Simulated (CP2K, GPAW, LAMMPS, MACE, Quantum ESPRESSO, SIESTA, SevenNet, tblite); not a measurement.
# Which site? Al in place of Ga in Ga2O3 with crystalline order left by the classical run (65 atoms), by several methods

Aim: compare the energies of Al in place of Ga at unlike sites of Ga2O3 with crystalline order left by the classical run (65 atoms), with plane waves as the reference.

Results are calculated, not measured.

### Step 1. The structure

The cell holds 65 atoms (26 Ga and 39 O), with edges of 8.71, 8.71 and 8.71 Å. Recipe: 65 atoms (26 Fe, 39 O) placed at random at 4.44 g/cm³, melted at 5000 K for 10 ps at fixed volume with the Morse and Coulomb pair potential with partial charges (Pedone, Malavasi, Menziani, Cormack and Segre, J. Phys. Chem. B 110, 11780 (2006)). Quenched from 5000 K to 300 K at 100 K/ps and fixed volume, held 10 ps at zero pressure, then minimised at fixed cell. Then Fe was replaced by Ga and the cell scaled by 1.003 (the potential has no terms for the new elements, so the cell is a start for a DFT relaxation). Then the atoms were relaxed with MACE MPA-0 medium in the fixed cell.

### Step 2. The reference input

Quantum ESPRESSO 7.5: Kohn-Sham DFT, PBE, SSSP efficiency 1.3.0 pseudopotentials, plane waves. Its input, pw.in, for the unchanged cell:

```
&control
  calculation = 'scf'
  pseudo_dir = './pseudo'
  outdir = './tmp'
  disk_io = 'none'
  tprnfor = .true.
  tstress = .true.
/
&system
  ibrav = 0
  nat = 65
  ntyp = 2
  ecutwfc = 70
  ecutrho = 560
  nosym = .true.
  occupations = 'smearing'
  smearing = 'fd'
  degauss = 0.003675
/
&electrons
  conv_thr = 3.3e-07
  electron_maxstep = 100
  mixing_beta = 0.4
  mixing_mode = 'plain'
  diagonalization = 'david'
/
ATOMIC_SPECIES
Ga 69.723 Ga.upf
O 15.999 O.upf
CELL_PARAMETERS angstrom
8.71482 0.00000 0.00000
0.00000 8.71482 0.00000
0.00000 0.00000 8.71482
ATOMIC_POSITIONS crystal
Ga 0.20572 0.63466 0.02474
Ga 0.51281 0.22683 0.75337
Ga 0.65273 0.88374 0.85236
Ga 0.87134 0.85544 0.56483
[... 59 atom lines left out ...]
O 0.68879 0.14694 0.37331
O 0.30546 0.30273 0.81611
K_POINTS gamma
```

```console
$ OMP_NUM_THREADS=1 mpirun -np 4 pw.x -in pw.in > output.txt
```

The job ended after 5 min (4 MPI ranks of Arm Neoverse V1, shared host; peak memory 2.8 GiB; 20 min of CPU time).

It converged with an r.m.s. force component of 0.053 eV/Å and a pressure of 9.0 GPa.

### Step 3. Programs and settings

The levels share the cells and solve them as single points, though not every level runs every cell. CPU time is summed over a level's finished runs, on a host shared with the other runs, so it is rough; the force column is the median over cells of the r.m.s. difference of force components from the reference.

| level | basis or training data | k-points | runs finished | CPU time | peak memory (GiB) | force difference (meV/Å) |
| --- | --- | --- | --- | --- | --- | --- |
| QE, PBE | plane waves, SSSP efficiency, 70/560 Ry | Γ | 6 of 6 | 2.2 h | 2.8 | reference |
| CP2K double zeta, PBE | DZVP-MOLOPT-SR, GTH-PBE potentials, 800 Ry | Γ | 5 of 5 | 38 min | 4.8 | 42 |
| GPAW dzp, PBE | dzp orbitals, PAW, h 0.18 Å | Γ | 5 of 5 | 20 min | 1.5 | 376 |
| SIESTA DZP, PBE | DZP orbitals, shift 0.01 Ry, mesh 500 Ry | Γ | 5 of 5 | 44 min | 2.1 | 117 |
| tblite GFN1-xTB | tight binding with its own dispersion term | Γ | 5 of 5 | 31 s | 0.11 | 276 |
| MACE MPA-0 medium | trained on PBE(+U) plane-wave data | - | 6 of 6 | 61 s | 1.1 | 52 |
| SevenNet l3i5 | trained on PBE(+U) plane-wave data | - | 6 of 6 | 79 s | 1.5 | 46 |

The reference's own r.m.s. force component runs from 51 to 56 meV/Å over these cells. MACE MPA-0 medium relaxed the atoms, so in the cells that it relaxed its own forces are small, and its entry isn't an independent test there.

### Step 4. The sites

Each changed cell was relaxed with MACE MPA-0 medium before the single points. Neighbours are the site's nearest atoms before the change.

```tsv
site	nearest atoms	their mean distance (Å)	atoms within 6 Å	largest move on relaxing (Å)	longest force left in the reference (eV/Å)
Ga23	O6	1.99	82	0.09	0.19
Ga4	O6	2.02	82	0.18	0.16
Ga19	O4	1.83	87	0.08	0.22
Ga16	O5	1.92	87	0.12	0.18
Ga3	O6	2.06	88	0.07	0.18
```

### Step 5. Site energies

All changed cells hold the same atoms, so within one level their energies compare with no chemical potential. Energies in eV, less that of Ga23, the reference's cheapest site; the last column is the largest deviation from the reference once each row's mean is taken off.

```tsv
level	Ga23	Ga4	Ga19	Ga16	Ga3	cheapest	largest deviation
QE, PBE	0.00	0.10	0.14	0.15	0.43	Ga23	-
CP2K double zeta, PBE	0.00	0.12	0.13	0.16	0.50	Ga23	0.05
GPAW dzp, PBE	0.00	0.15	-0.08	0.06	0.58	Ga19	0.20
SIESTA DZP, PBE	0.00	0.14	0.17	0.17	0.48	Ga23	0.03
tblite GFN1-xTB	0.00	-0.09	0.18	0.23	0.12	Ga4	0.24
MACE MPA-0 medium	0.00	0.12	0.12	0.17	0.41	Ga23	0.03
SevenNet l3i5	0.00	0.12	0.14	0.13	0.44	Ga23	0.02
```

### Step 6. Outcome

In the reference the cheapest site is Ga23 (O6) and the dearest Ga3 (O6), 0.43 eV higher. 4 of the 6 other levels pick the same cheapest site; GPAW dzp, PBE picks Ga19 and tblite GFN1-xTB picks Ga4. The two cheapest sites lie only 0.097 eV apart in the reference, so their order is fragile.

SevenNet l3i5 follows the reference most closely (0.02 eV at worst) and tblite GFN1-xTB least (0.24 eV). The other programs at PBE deviate by 0.20 eV at most, the learned potentials by 0.02 to 0.03 eV. The reference's gap of 1.76 eV in the unchanged cell becomes 1.78 eV (Ga23), 1.71 eV (Ga4), 1.83 eV (Ga19), 1.90 eV (Ga16) and 1.79 eV (Ga3).

Caveats: The geometries are those of MACE MPA-0 medium; forces of up to 0.22 eV/Å remain in the reference, so relaxing in DFT would lower the energies, by amounts that can differ from site to site. For MACE MPA-0 medium alone these are relaxed energies. Defects interact with their periodic images. Only 5 of the 26 Ga sites are compared. Learned potentials don't solve for electrons, so the charge or spin state of a defect can't be set in them. The quench rate of 100 K/ps is many orders above laboratory rates, so the cell is likely richer in defects and strain than a real sample. The reference samples only Γ, in a cell whose shortest periodic width is 9 Å. The reference isn't exact: its cutoffs and mesh weren't converged further here. SIESTA's automatically made basis is far from complete, and its potentials were converted by us (checked for H, C, O, Si, Ge and Ca alone). GPAW's Ga setup keeps the 3d shell in the core. Spin–orbit coupling is left out. Where levels are smeared, the DFT runs use Fermi–Dirac occupations at 580 K (0.05 eV), and energies are free energies.

[Logs are printed without paths, hosts, clocks, repeated set-up lines and the standing remarks that a program may print on its own settings, such as how far it seeks lower states.]

[Hosts, paths, dates, database ids (printed as entryN), source tags and the programs' standing remarks are cut or masked in the printed files.]
